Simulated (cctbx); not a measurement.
## What is wrong with this refinement?

Cell a = 4.5870 Å, b = 11.8320 Å, c = 15.7410 Å, α = 90.00°, β = 90.00°, γ = 90.00°; space group Cmcm (no. 63). The compound is Sm3Pb4.

The data are simulated with cctbx, not measured: Cu Kα, λ = 1.54184 Å, to d = 0.83 Å, 70 % of the full sphere, strongest reflection 40000 counts, noise from counting, a 6 % proportional error and a noise floor of 4 counts (s.d.); no absorption, and some extinction, which the refinements don't model.

An anisotropic refinement with weights 1/σ² prints:

```text
Rint 0.043, 458 unique reflections to 0.83 A
cycle     R1     wR2    GooF  max shift (A)
   1  0.0619  0.1905   4.863   0.00538
   2  0.0279  0.0788   2.012   0.00001
final R1 0.0279 wR2 0.0788 GooF 2.012  parameters 24  data/parameter 19.1
atom        x        y        z      Ueq    occ   su(xyz)  su(Uiso or U11)
Pb1    0.50000  0.11817  0.39082   0.0122  1.000  0.00005  0.0004
Pb2    0.00000  0.00000  0.50000   0.0188  1.000  0.00000  0.0005
Pb3    0.50000  0.27267  0.25000   0.0232  1.000  0.00008  0.0006
Sm1    0.00000  0.32922  0.40307   0.0199  1.000  0.00008  0.0005
Sm2    0.00000  0.04842  0.25000   0.0230  1.000  0.00012  0.0007
difference map: max 1.25 min -3.72 rms 0.58
Q1    0.0000  0.4262  0.5142    8    1.28  1.59 A from Pb1
Q2    0.0000  0.1521  0.0736    8    1.25  2.13 A from Sm1
Q3    0.2357  0.3423  0.6832   16    1.23  1.66 A from Pb1
Q4    0.0000  0.2943  0.7500    4    1.21  0.79 A from Pb3
Q5    0.2238  0.1727  0.6973   16    1.19  1.47 A from Pb3
Q6    0.0000  0.2399  0.5874    8    1.16  1.71 A from Pb1
```

Q: Accept it or mend it, and why?

Mend it. The fault: dispersion terms of the wrong wavelength (0.71073 Å). Against the right model at the same level, R1 goes from 0.0179 to 0.0279 and GooF from 0.99 to 2.01. f′ and f″ must be those of the data's wavelength; the error mimics a mistyped heavy atom. The signs are weak, and the output alone doesn't single this fault out.

The compound is Sm3Pb4. The right model at the same level gives:

```text
Rint 0.043, 458 unique reflections to 0.83 A
cycle     R1     wR2    GooF  max shift (A)
   1  0.0493  0.1594   4.068   0.00518
   2  0.0179  0.0389   0.992   0.00000
final R1 0.0179 wR2 0.0389 GooF 0.992  parameters 24  data/parameter 19.1
atom        x        y        z      Ueq    occ   su(xyz)  su(Uiso or U11)
Pb1    0.50000  0.11818  0.39080   0.0127  1.000  0.00003  0.0002
Pb2    0.00000  0.00000  0.50000   0.0194  1.000  0.00000  0.0002
Pb3    0.50000  0.27265  0.25000   0.0236  1.000  0.00004  0.0003
Sm1    0.00000  0.32925  0.40303   0.0164  1.000  0.00004  0.0002
Sm2    0.00000  0.04831  0.25000   0.0194  1.000  0.00006  0.0003
difference map: max 1.08 min -2.01 rms 0.40
Q1    0.2257  0.3423  0.6858   16    1.12  1.66 A from Pb1
Q2    0.2431  0.3255  0.1936   16    1.02  1.60 A from Pb3
Q3    0.1632  0.3879  0.0297   16    1.00  1.47 A from Sm1
Q4    0.2578  0.0089  0.1984   16    0.97  1.51 A from Sm2
Q5    0.1333  0.2159  0.6439   16    0.92  1.78 A from Pb3
Q6    0.1371  0.5000  0.0000    8    0.83  1.66 A from Pb2
```

Isotropic U is held between 0.0001 and 1 Å² by the program, and listed peak heights are interpolated, so they can pass the grid's maximum.

The model was made for the exercise: a known structure type with other elements put in, its volume estimated, not relaxed; displacement parameters are assumed.

[Middle refinement cycles are left out of these outputs.]

[Logs are printed without paths, hosts, clocks, repeated set-up lines and the standing remarks that a program may print on its own settings, such as how far it seeks lower states.]
